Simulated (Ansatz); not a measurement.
## Starting-point dependence of the GW gap of BaTiO3 (R3m)

Aim: G0W0 for BaTiO3 (R3m) on several starting functionals, at one mesh, band count and screening cutoff.

Program: Ansatz 0.2.0. Level of theory: G0W0 on several functionals, plane waves, PAW. Results are calculated unless marked as measured.

This is a report of a sequence of runs, with most program output left out.

In doubt: masses and optical values from hybrid runs of this build are listed as unsure (step 4), which bears on the screening that GW takes from such a start.

### Step 1. The structure

The structure is trigonal, space group R3m (No. 160). The conventional cell has a = 5.655 Å, b = 5.655 Å, c = 6.955 Å, α = 90.00°, β = 90.00°, γ = 120.00°. Nearest to Ba lie 12 O at 2.79 to 2.89 Å. Ti has 6 O at 1.87 to 2.14 Å nearest. Nearest to O lie 2 Ti at 1.87 to 2.14 Å and 4 Ba at 2.79 to 2.89 Å. Farther neighbours and most contacts between anions are not listed.

The cell and positions come from the Crystallography Open Database and are kept as given unless a step says otherwise. Spin-orbit coupling is left out unless a step names it. The default PAW set here is soft_2. Its files were made with PBE.

### Step 2. G0W0 on LDA

G0W0 replaces the xc potential by the self-energy, built once from these orbitals. Only a window of levels is corrected, while the sums run over the empty bands that the input names.

This step: G0W0 on LDA, plane waves, PAW.

File input.yaml:

```yaml
crystal:
  lattice:
    - [2.8273666084, 1.6323808724, 2.3183934932]
    - [-2.8273666084, 1.6323808724, 2.3183934932]
    - [0.0, -3.2647617449, 2.3183934932]
  atoms:
    - { symbol: Ba, position: [0.0, 0.0, 0.0] }
    - { symbol: Ti, position: [0.4845, 0.4845, 0.4845] }
    - { symbol: O, position: [0.5086, 0.5086, 0.0175] }
    - { symbol: O, position: [0.0175, 0.5086, 0.5086] }
    - { symbol: O, position: [0.5086, 0.0175, 0.5086] }
kpoints:
  mp_grid: { grid: [4, 4, 4] }
hamiltonian:
  xc: lda
scf:
  occupations: { method: fixed }
gw:
  n_empty_bands: 508
  ecut_chi: 230.0
  qp_bands: [v2, c2]
  qp_kpoints: band_edges
  screening: { model: contour_deformation }
```

Started as:

```sh
ansatz run input.yaml --threads 3 --pin off --max-ram 92160MiB --backend cuda --events-out ev --progress --plain --runs-dir out --devices 1 --max-vram 13GiB  # rebuilt from the run's record
```

Run time: 36 s. Hardware: 1 × NVIDIA H100 80GB HBM3 (shared by 6 runs) with 3 threads of AMD EPYC 7R13 (Zen 3), shared host; peak memory 1.7 GiB; 56 s of CPU time.

This step gave:

```
bands summed                                 : 528
RPA ε∞ on this mesh (eigenvalues)            : 5.379, 5.847, 5.847
plane waves in the screening matrix          : 485
q-points in the mesh                         : 64
G0W0 gap on the mesh                         : 4.145 eV
k of the valence top                         : -0.5, -0.5, -0.5
k of the conduction bottom                   : 0, 0, 0
starting gap on the mesh                     : 2.350 eV
Z at the valence top                         : 0.7186
Z at the conduction bottom                   : 0.7398
least direct G0W0 gap on the computed points : 4.471 eV
```

The gap on the mesh goes from 2.35 eV to 4.14 eV, a correction of +1.80 eV. Between the two edge states, bare exchange in place of the xc potential would open the gap by 12.50 eV, and correlation takes back 10.71 eV.

### Step 3. G0W0 on r2SCAN

One-shot GW remembers its start. Another functional's orbitals and levels show by how much.

This step: G0W0 on r2SCAN, plane waves, PAW.

input.yaml: that of step 2 with these lines changed.

```diff
@@ -14,3 +14,3 @@
 hamiltonian:
-  xc: lda
+  xc: r2scan
 scf:
```

The job ended after 45 s (1 × NVIDIA H100 80GB HBM3 (shared by 6 runs) with 3 threads; peak memory 1.9 GiB; 90 s of CPU time).

Numbers from this step:

```
bands summed                                 : 528
RPA ε∞ on this mesh (eigenvalues)            : 4.731, 5.123, 5.123
plane waves in the screening matrix          : 485
q-points in the mesh                         : 64
G0W0 gap on the mesh                         : 4.087 eV
k of the valence top                         : -0.5, -0.5, -0.5
k of the conduction bottom                   : 0, 0, 0
starting gap on the mesh                     : 2.797 eV
Z at the valence top                         : 0.7326
Z at the conduction bottom                   : 0.7472
least direct G0W0 gap on the computed points : 4.470 eV
```

Against the run with 4×4×4 mesh, 508 empty bands, screening to 230 eV on LDA, the gap moves by −0.06 eV, while the start moved by +0.45 eV.

### Step 4. G0W0 on HSE06

This step: G0W0 on HSE06, plane waves, PAW.

input.yaml: that of step 3 with these lines changed.

```diff
@@ -14,3 +14,3 @@
 hamiltonian:
-  xc: r2scan
+  xc: hse06
 scf:
```

Elapsed: 54 s, on 1 × NVIDIA H100 80GB HBM3 (shared by 6 runs) with 3 threads; peak memory 2 GiB.

This step gave:

* bands summed: 528
* RPA ε∞ on this mesh (eigenvalues): 4.085, 4.373, 4.373
* plane waves in the screening matrix: 485
* G0W0 gap on the mesh: 4.406 eV
* k of the valence top: -0.5, -0.5, -0.5
* k of the conduction bottom: 0, 0, 0
* starting gap on the mesh: 3.885 eV
* least direct G0W0 gap on the computed points: 4.809 eV

Against the run with 4×4×4 mesh, 508 empty bands, screening to 230 eV on r2SCAN, the gap moves by +0.32 eV, while the start moved by +1.09 eV.

### Step 5. The starts together

All on the 4×4×4 mesh with 508 empty bands and screening to 230 eV. Times are wall times on 1 × NVIDIA H100 80GB HBM3 (shared by 6 runs) with 3 threads of AMD EPYC 7R13 (Zen 3), shared host, good to a factor of about two.

```tsv
start	starting gap (eV)	shift (eV)	G0W0 gap (eV)	RPA ε∞ (harmonic mean)	Z (valence, conduction)	time
LDA	2.35	+1.80	4.14	5.68	0.72, 0.74	36 s
r2SCAN	2.80	+1.29	4.09	4.99	0.73, 0.75	45 s
HSE06	3.89	+0.52	4.41	4.27	0.76, 0.78	54 s
```

How the two edges are built up, in eV (the quasiparticle level is the starting level plus Σx plus Σc less Vxc):

```tsv
run	edge	start	Σx	Σc	Vxc	Z	QP
LDA	valence top	9.85	-25.76	4.37	-20.90	0.72	9.35
LDA	conduction bottom	12.20	-13.03	-6.34	-20.66	0.74	13.50
r2SCAN	valence top	9.92	-25.92	4.32	-21.24	0.73	9.56
r2SCAN	conduction bottom	12.71	-12.93	-6.30	-20.16	0.75	13.65
HSE06	valence top	9.21	-25.92	4.02	-21.89	0.76	9.19
HSE06	conduction bottom	13.09	-12.31	-5.94	-18.76	0.78	13.60
```

For a hybrid start, Vxc holds its share of exact exchange.

### Step 6. Outcome

```yaml
g0w0_lda: 4.14 eV (start 2.35 eV)
g0w0_r2scan: 4.09 eV (start 2.80 eV)
g0w0_hse06: 4.41 eV (start 3.89 eV)
known_limits: not at the basis limit; no spin-orbit coupling; coarse k mesh
```

In words: The starting gaps span 1.54 eV and the G0W0 gaps 0.32 eV. Between LDA and HSE06, 0.26 eV of the 1.54 eV survives, 17 %. The order is not kept throughout: r2SCAN starts 0.45 eV above LDA and ends 0.06 eV below it, so orbitals matter beside the gap. HSE06 screens less than LDA (ε∞ 4.27 against 5.68). Of the 0.26 eV by which its G0W0 gap is higher, the correlation part gives +0.75 eV, and exchange with the one-particle terms, which follow the orbitals, −0.49 eV. The smallest correction, +0.52 eV, is on HSE06, the start nearest to reproducing itself. Bands and cutoff are finite, so the gap is not at the basis limit. The miss can reach some tenths of an eV and take either sign; the mesh is an error of its own. The 4×4×4 mesh is coarse for this cell (its supercell is 16 Å along the shortest edge). The RPA ε∞ on it, from the LDA start, is 5.38 and 5.85; such meshes misread the long-range screening, most where the gap is narrow. The many-body steps are scalar-relativistic: spin-orbit coupling is not in them.

[Paths, hosts, dates, memory and timing lines, banners, echoed tables and standing remarks are left out of the program output.]

[Logs are printed without paths, hosts, clocks, repeated set-up lines and the standing remarks that a program may print on its own settings, such as how far it seeks lower states.]

[Runs of the session that timed out or met a known fault of the program may be left out.]

[Cells called generated may have been cut or substituted from an entry of the Crystallography Open Database or the Materials Project.]

[Hosts, paths, dates, database ids (printed as entryN), source tags and the programs' standing remarks are cut or masked in the printed files.]
